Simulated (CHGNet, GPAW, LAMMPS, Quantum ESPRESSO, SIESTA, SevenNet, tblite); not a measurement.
# SIESTA runs on amorphous Ge (75 atoms), part 2 of 2

Wanted: SIESTA inputs and outputs for amorphous Ge (75 atoms), checked against a plane-wave reference.

Program: SIESTA 5.4.2; the method stands at each step. Banners, paths, timers and routine set-up lines are dropped from the logs unmarked, and long logs keep their key lines alone; longer cuts are marked. The potentials were converted by us to PSML.

So far. Step 3 (PBE, DZP, shift 0.005 Ry, mesh 300 Ry): Against the first run (23 %), the force difference from the reference is 20 %, at 1.5 times the CPU time (on 2 against 1 cores). Step 3 (PBE, DZP, shift 0.005 Ry, mesh 300 Ry): The run ends at a pressure of 4.48 GPa, with forces up to 2.2 eV/Å.

### Step 4. PBE, DZP, shift 0.01 Ry, mesh 150 Ry

Method: Kohn-Sham DFT, PBE, PseudoDojo 0.4.1 norm-conserving pseudopotentials (converted to PSML), numerical atomic orbitals (DZP), diagonalisation.

Contents of input.fdf:

```
SystemLabel cell
NumberOfAtoms 75
NumberOfSpecies 1
%block ChemicalSpeciesLabel
  1 32 Ge
%endblock ChemicalSpeciesLabel
LatticeConstant 1.0 Ang
%block LatticeVectors
  12.12210 0.00000 0.00000
  0.00000 12.12210 0.00000
  0.00000 0.00000 12.12210
%endblock LatticeVectors
PAO.BasisSize DZP
PAO.EnergyShift 0.01 Ry
XC.Functional GGA
XC.Authors PBE
MeshCutoff 150 Ry
%block kgrid_Monkhorst_Pack
  1 0 0 0.0
  0 1 0 0.0
  0 0 1 0.0
%endblock kgrid_Monkhorst_Pack
SolutionMethod diagon
OccupationFunction FD
ElectronicTemperature 580 K
SCF.Mixer.Method Pulay
SCF.Mixer.Weight 0.05
SCF.Mixer.History 8
SCF.Mix Hamiltonian
MaxSCFIterations 300
SCF.DM.Tolerance 1e-04
SCF.H.Tolerance 1.0e-3 eV
WriteForces T
Write.HirshfeldPop T
Write.VoronoiPop T
Write.DM F
Write.H F
XML.Write F
AtomicCoordinatesFormat Fractional
%block AtomicCoordinatesAndAtomicSpecies
[... 75 atom lines left out: the same atoms as in the first run ...]
%endblock AtomicCoordinatesAndAtomicSpecies
```

Command:

```sh
OMP_NUM_THREADS=1 siesta < input.fdf > output.txt
```

Log:

```text
Version         : 5.4.2
reinit: System Name:
reinit: System Label: cell
initatom: Reading input for the pseudopotentials and atomic orbitals ----------
Species number:   1 Atomic number:   32 Label: Ge
Ground state valence configuration (from tables):   4s02  4p02  4d00  4f00
---- Processing specs for species: Ge
GGA--PBE XC_GGA_X_PBE--XC_GGA_C_PBE pb
Semicore shell(s) with 10 electrons included in the valence for Ge
Semicore shell(s): 3d
Fallback to non-perturbative polarization scheme for Ge
Please see the manual if this is not desired in principle
Ge pseudopotential only contains V_ls up to l=2 -- lmxkb reset.
Using PAO.SplitTailNorm
%block ChemicalSpeciesLabel
    1   32 Ge                      # Species index, atomic number, species label
%endblock ChemicalSpeciesLabel
[... lines left out ...]
Total number of electrons:  1050.000000
[... lines left out ...]
stepf: Fermi-Dirac step function
        iscf     Eharris(eV)        E_KS(eV)     FreeEng(eV)     dDmax    Ef(eV) dHmax(eV)
[... lines left out ...]
SCF Convergence by DM+H criterion
[... lines left out ...]
SCF cycle converged after 20 iterations
[... lines left out ...]
   Max    2.081068
[... lines left out ...]
   Max    2.081068    constrained
Stress tensor Voigt[x,y,z,yz,xz,xy] (kbar):      -36.48      -43.36      -50.55       10.12      -11.79        0.84
[... lines left out ...]
siesta: Program's energy decomposition (eV):
siesta: Ebs     =    -23969.888474
siesta: Eions   =    182329.736725
siesta: Ena     =      3561.281777
siesta: Ekin    =    137088.975954
siesta: Enl     =    -96287.173713
siesta: DEna    =       327.370041
siesta: DUscf   =        10.169152
siesta: Ex      =    -42205.951262
siesta: Ec      =     -2349.912461
siesta: Exc     =    -44555.863722
siesta: Eharris =   -182184.977235
siesta: Etot    =   -182184.977237
siesta: FreeEng =   -182185.155661
siesta: Final energy (eV):
siesta:  Band Struct. =  -23969.888474
siesta:       Kinetic =  137088.975954
siesta:       Hartree =   60654.078992
siesta:         Exch. =  -42205.951262
siesta:         Corr. =   -2349.912461
siesta:   Exch.-corr. =  -44555.863722
siesta:  Ion-electron = -252638.960109
siesta:       Ion-ion =  -82733.208351
siesta:         Total = -182184.977237
siesta:         Fermi =      -3.868844
siesta: Stress tensor (static) (eV/Ang**3):
siesta:    -0.022766    0.000524   -0.007356
siesta:     0.000524   -0.027064    0.006313
siesta:    -0.007356    0.006313   -0.031550
siesta: Cell volume =       1781.285723 Ang**3
siesta: Pressure (static):
siesta:                Solid            Molecule  Units
siesta:           0.00029545          0.00024647  Ry/Bohr**3
siesta:           0.02712678          0.02262942  eV/Ang**3
siesta:          43.46189655         36.25632152  kBar
    Orbital volume contribution        =          60.224011 eV
    (Free)E + p_basis*V_orbitals       =     -182124.931649 eV
    (Free)Eharris+ p_basis*V_orbitals  =     -182124.931647 eV
Hirshfeld Atomic Populations:
Atom #   charge [q] valence [e]  Species
     1    -0.030487   14.030487  Ge
     2     0.000545   13.999455  Ge
     3     0.006427   13.993573  Ge
[...]
--------------------
 Total     0.000093
Voronoi Atomic Populations:
Atom #   charge [q] valence [e]  Species
[...]
74     0.007451   13.992549  Ge
    75    -0.025346   14.025346  Ge
--------------------
 Total     0.000095
```

It took 2.9 min on 1 thread of Arm Neoverse V2, shared host; peak memory 0.79 GiB.

Compared with the plane-wave run:

```
r.m.s. force component                          : 0.6183 eV/Å
r.m.s. difference of force components           : 130.4 meV/Å
longest difference of force vectors             : 420.2 meV/Å
force difference over r.m.s. force              : 23.71 %
slope of forces against the reference's         : 1.104
correlation of force components                 : 0.9819
pressure                                        : 4.346 GPa
pressure difference                             : 2.648 GPa
energy less the same-level run's                : -42.88 meV/atom
r.m.s. force difference from the same-level run : 35.18 meV/Å
```

This is a coarse setting, run to see what it loses.

Against the first run (23 %), the force difference from the reference is 24 %, at 0.46 times the CPU time: the change moves forces by 35 meV/Å r.m.s., so most of the difference comes from elsewhere.

### Step 5. VdW-DF2, PBE potentials, DZP, shift 0.01 Ry, mesh 300 Ry

Method: Kohn-Sham DFT, vdW-DF2, PseudoDojo 0.4.1 norm-conserving pseudopotentials (converted to PSML), numerical atomic orbitals (DZP), diagonalisation.

Edit input.fdf of step 4 so:

```diff
@@ -14,5 +14,5 @@
 PAO.EnergyShift 0.01 Ry
-XC.Functional GGA
-XC.Authors PBE
-MeshCutoff 150 Ry
+XC.Functional VDW
+XC.Authors LMKLL
+MeshCutoff 300 Ry
 %block kgrid_Monkhorst_Pack
```

Command:

```sh
OMP_NUM_THREADS=1 mpirun -np 2 siesta < input.fdf > output.txt
```

Log:

```text
Version         : 5.4.2
reinit: System Name:
reinit: System Label: cell
initatom: Reading input for the pseudopotentials and atomic orbitals ----------
Species number:   1 Atomic number:   32 Label: Ge
Ground state valence configuration (from tables):   4s02  4p02  4d00  4f00
---- Processing specs for species: Ge
GGA--PBE XC_GGA_X_PBE--XC_GGA_C_PBE pb
Semicore shell(s) with 10 electrons included in the valence for Ge
Semicore shell(s): 3d
Fallback to non-perturbative polarization scheme for Ge
Please see the manual if this is not desired in principle
[... lines left out ...]
stepf: Fermi-Dirac step function
        iscf     Eharris(eV)        E_KS(eV)     FreeEng(eV)     dDmax    Ef(eV) dHmax(eV)
[... lines left out ...]
SCF Convergence by DM+H criterion
[... lines left out ...]
SCF cycle converged after 19 iterations
[... lines left out ...]
   Max    2.178771
[... lines left out ...]
   Max    2.178771    constrained
Stress tensor Voigt[x,y,z,yz,xz,xy] (kbar):      -84.76      -90.96      -98.05       10.67      -12.81        0.36
[... lines left out ...]
siesta: FreeEng =   -183248.606549
[... lines left out ...]
siesta:       Kinetic =  137278.527170
siesta:       Hartree =   61116.170076
siesta:         Exch. =  -42604.857130
siesta:         Corr. =   -3081.998714
siesta:   Exch.-corr. =  -45686.855844
siesta:  Ion-electron = -253107.861934
siesta:       Ion-ion =  -82848.390279
siesta:         Total = -183248.410811
siesta:         Fermi =      -3.774083
siesta: Stress tensor (static) (eV/Ang**3):
siesta:    -0.052903    0.000226   -0.007996
siesta:     0.000226   -0.056775    0.006663
siesta:    -0.007996    0.006663   -0.061196
siesta: Cell volume =       1781.285723 Ang**3
siesta: Pressure (static):
siesta:                Solid            Molecule  Units
siesta:           0.00062035          0.00058011  Ry/Bohr**3
siesta:           0.05695790          0.05326281  eV/Ang**3
siesta:          91.25660913         85.33643024  kBar
    Orbital volume contribution        =          60.533623 eV
    (Free)E + p_basis*V_orbitals       =     -183188.072926 eV
    (Free)Eharris+ p_basis*V_orbitals  =     -183188.072933 eV
Hirshfeld Atomic Populations:
Atom #   charge [q] valence [e]  Species
     1    -0.031915   14.031915  Ge
     2     0.004424   13.995576  Ge
     3     0.006661   13.993339  Ge
[...]
--------------------
 Total     0.000072
Voronoi Atomic Populations:
Atom #   charge [q] valence [e]  Species
[...]
74     0.003640   13.996360  Ge
    75    -0.025239   14.025239  Ge
--------------------
 Total     0.000070
```

The job ended after 7.6 min (2 MPI ranks; peak memory 2.5 GiB).

Against the reference:

| Property | Result |
| --- | --- |
| r.m.s. force component | 0.6356 eV/Å |
| r.m.s. difference of force components | 196.3 meV/Å |
| longest difference of force vectors | 697.7 meV/Å |
| force difference over r.m.s. force | 35.69 % |
| slope of forces against the reference's | 1.104 |
| correlation of force components | 0.9554 |
| pressure | 9.126 GPa |
| pressure difference | 7.428 GPa |

Against the first run (23 %), the force difference from the reference is 36 %, at 2.4 times the CPU time (on 2 against 1 cores); the model has changed, so this is no error of the program alone.

The forces add up to 0.59 eV/Å instead of zero, usually a sign of too coarse a grid.

### Step 6. PBE, SZ, shift 0.01 Ry, mesh 300 Ry

Method: Kohn-Sham DFT, PBE, PseudoDojo 0.4.1 norm-conserving pseudopotentials (converted to PSML), numerical atomic orbitals (SZ), diagonalisation.

Edit input.fdf of step 5 so:

```diff
@@ -12,6 +12,6 @@
 %endblock LatticeVectors
-PAO.BasisSize DZP
+PAO.BasisSize SZ
 PAO.EnergyShift 0.01 Ry
-XC.Functional VDW
-XC.Authors LMKLL
+XC.Functional GGA
+XC.Authors PBE
 MeshCutoff 300 Ry
```

Command:

```sh
OMP_NUM_THREADS=1 siesta < input.fdf > output.txt
```

Log:

```text
Version         : 5.4.2
reinit: System Name:
reinit: System Label: cell
initatom: Reading input for the pseudopotentials and atomic orbitals ----------
Species number:   1 Atomic number:   32 Label: Ge
Ground state valence configuration (from tables):   4s02  4p02  4d00  4f00
---- Processing specs for species: Ge
GGA--PBE XC_GGA_X_PBE--XC_GGA_C_PBE pb
Semicore shell(s) with 10 electrons included in the valence for Ge
Semicore shell(s): 3d
Ge pseudopotential only contains V_ls up to l=2 -- lmxkb reset.
Using PAO.SplitTailNorm
%block ChemicalSpeciesLabel
[... lines left out ...]
stepf: Fermi-Dirac step function
        iscf     Eharris(eV)        E_KS(eV)     FreeEng(eV)     dDmax    Ef(eV) dHmax(eV)
[... lines left out ...]
SCF Convergence by DM+H criterion
[... lines left out ...]
SCF cycle converged after 18 iterations
[... lines left out ...]
   Max    2.722422
[... lines left out ...]
   Max    2.722422    constrained
Stress tensor Voigt[x,y,z,yz,xz,xy] (kbar):      -64.50      -77.39      -87.22       12.70      -14.84        1.29
[... lines left out ...]
siesta: FreeEng =   -182114.419956
[... lines left out ...]
siesta:       Kinetic =  138164.998907
siesta:       Hartree =   60956.382926
siesta:         Exch. =  -42313.137094
siesta:         Corr. =   -2352.359047
siesta:   Exch.-corr. =  -44665.496141
siesta:  Ion-electron = -253836.959800
siesta:       Ion-ion =  -82733.203086
siesta:         Total = -182114.277194
siesta:         Fermi =      -3.716427
siesta: Stress tensor (static) (eV/Ang**3):
siesta:    -0.040257    0.000808   -0.009262
siesta:     0.000808   -0.048300    0.007925
siesta:    -0.009262    0.007925   -0.054438
siesta: Cell volume =       1781.285723 Ang**3
siesta: Pressure (static):
siesta:                Solid            Molecule  Units
siesta:           0.00051914          0.00044596  Ry/Bohr**3
siesta:           0.04766503          0.04094576  eV/Ang**3
siesta:          76.36780107         65.60233983  kBar
    Orbital volume contribution        =          29.631484 eV
    (Free)E + p_basis*V_orbitals       =     -182084.788472 eV
    (Free)Eharris+ p_basis*V_orbitals  =     -182084.788482 eV
Hirshfeld Atomic Populations:
Atom #   charge [q] valence [e]  Species
     1    -0.028430   14.028430  Ge
     2     0.002218   13.997782  Ge
     3     0.012316   13.987684  Ge
[...]
--------------------
 Total    -0.000023
Voronoi Atomic Populations:
Atom #   charge [q] valence [e]  Species
[...]
74     0.002486   13.997514  Ge
    75    -0.027331   14.027331  Ge
--------------------
 Total    -0.000022
```

Elapsed: 94 s, on 1 thread; peak memory 0.75 GiB.

Compared with the plane-wave run:

```yaml
r_m_s_force_component: 0.8455 eV/Å
r_m_s_difference_of_force_components: 341.7 meV/Å
longest_difference_of_force_vectors: 982.4 meV/Å
force_difference_over_r_m_s_force: 62.13 %
slope_of_forces_against_the_reference_s: 1.489
correlation_of_force_components: 0.9684
pressure: 7.637 GPa
pressure_difference: 5.939 GPa
```

This is a coarse setting, run to see what it loses.

Against the first run (23 %), the force difference from the reference is 62 %, at 0.25 times the CPU time, with 675 basis functions against 1350: the smaller basis costs accuracy.

### Step 7. The ladder

Differences are against the plane-wave reference, forces as r.m.s. over components; share is that over the reference's r.m.s. force, slope the least-squares factor from reference forces to these. Total energies of different programs have different zeros and aren't compared.

```
                                                            run  Δ force, r.m.s. (meV/Å)  share (%)  slope  Δ pressure (GPa)  cores  CPU time  memory (GiB)
                                                      reference                        -          -      -                 -      4    24 min           5.7
                    SIESTA PBE, DZP, shift 0.01 Ry, mesh 300 Ry                      125       22.8  1.108              2.17      1   6.3 min           1.5
                   SIESTA PBE, DZP, shift 0.005 Ry, mesh 300 Ry                      111       20.2  1.125              2.78      2   9.7 min           2.1
           SIESTA PBE, DZP, shift 0.01 Ry, mesh 150 Ry (coarse)                      130       23.7  1.104              2.65      1   2.9 min          0.79
SIESTA vdW-DF2, PBE potentials, DZP, shift 0.01 Ry, mesh 300 Ry                      196       35.7  1.104              7.43      2    15 min           2.5
            SIESTA PBE, SZ, shift 0.01 Ry, mesh 300 Ry (coarse)                      342       62.1  1.489              5.94      1      94 s          0.75
```

Rows marked coarse were listed beforehand as settings not expected to be converged; some can still land near the reference.

CPU time is summed over cores on a shared host, where runs went side by side, so it is rough. Symmetry, cutoffs, thresholds, outputs and thread counts weren't matched or tuned between programs; memory under MPI is the largest rank's times the ranks.

Within one program, basis, potentials and functional, energies share a zero. Each run against its twin at the usual cutoff or grid and solver:

```
                                        run                             twin  Δ energy (meV/atom)  Δ force, r.m.s. (meV/Å)  CPU time over the twin's
SIESTA PBE, DZP, shift 0.01 Ry, mesh 150 Ry  DZP, shift 0.01 Ry, mesh 300 Ry                -42.9                     35.2                      0.46
```

### Step 8. Outcome

| Quantity | Value |
| --- | --- |
| nearest in forces | SIESTA PBE, DZP, shift 0.005 Ry, mesh 300 Ry, 20 % |
| its CPU time | 9.7 min |

**Reading.** The PBE runs in local orbitals, coarse settings apart, differ by 20 % (SIESTA PBE, DZP, shift 0.005 Ry, mesh 300 Ry) to 23 % (SIESTA PBE, DZP, shift 0.01 Ry, mesh 300 Ry); basis, grid and potentials can all enter. Rows with another functional or a dispersion term differ by 36 % (SIESTA vdW-DF2, PBE potentials, DZP, shift 0.01 Ry, mesh 300 Ry), which mixes the change of model with differences of basis and potentials, some of them made for another functional. Runs with settings chosen to be coarse differ by 24 % (SIESTA PBE, DZP, shift 0.01 Ry, mesh 150 Ry) to 62 % (SIESTA PBE, SZ, shift 0.01 Ry, mesh 300 Ry), their programs' other errors included. Of the electronic-structure runs that take under half the reference's CPU time, SIESTA PBE, DZP, shift 0.005 Ry, mesh 300 Ry comes nearest, at 20 % in 9.7 min against 24 min; its pressure misses by +2.8 GPa. SIESTA PBE, SZ, shift 0.01 Ry, mesh 300 Ry stiffens the forces by a factor of 1.49 while following their directions (correlation 0.968); the slopes of the 5 SIESTA runs lie between 1.10 and 1.49. In pressure, SIESTA PBE, SZ, shift 0.01 Ry, mesh 300 Ry misses by +5.9 GPa, at the same functional. The reference's pressure holds the uncorrected Pulay stress of its 45 Ry basis, so small pressure differences, and their order, may be the reference's own error. The quench rate of 20 K/ps is many orders above laboratory rates, so the cell is likely richer in defects and strain than a real sample. The network of bonds at the start is that of the classical potential that made the cell, and needn't be the one that DFT or experiment would give. The electronic-structure runs sample only Γ, in a cell whose shortest periodic width is 12 Å, which is coarse for a cell with partly filled levels.

[Also dropped from logs without a mark: logging warnings of Python, and SIESTA's first energy breakdown and zero terms.]

[Logs are printed without paths, hosts, clocks, repeated set-up lines and the standing remarks that a program may print on its own settings, such as how far it seeks lower states.]

[Hosts, paths, dates, database ids (printed as entryN), source tags and the programs' standing remarks are cut or masked in the printed files.]
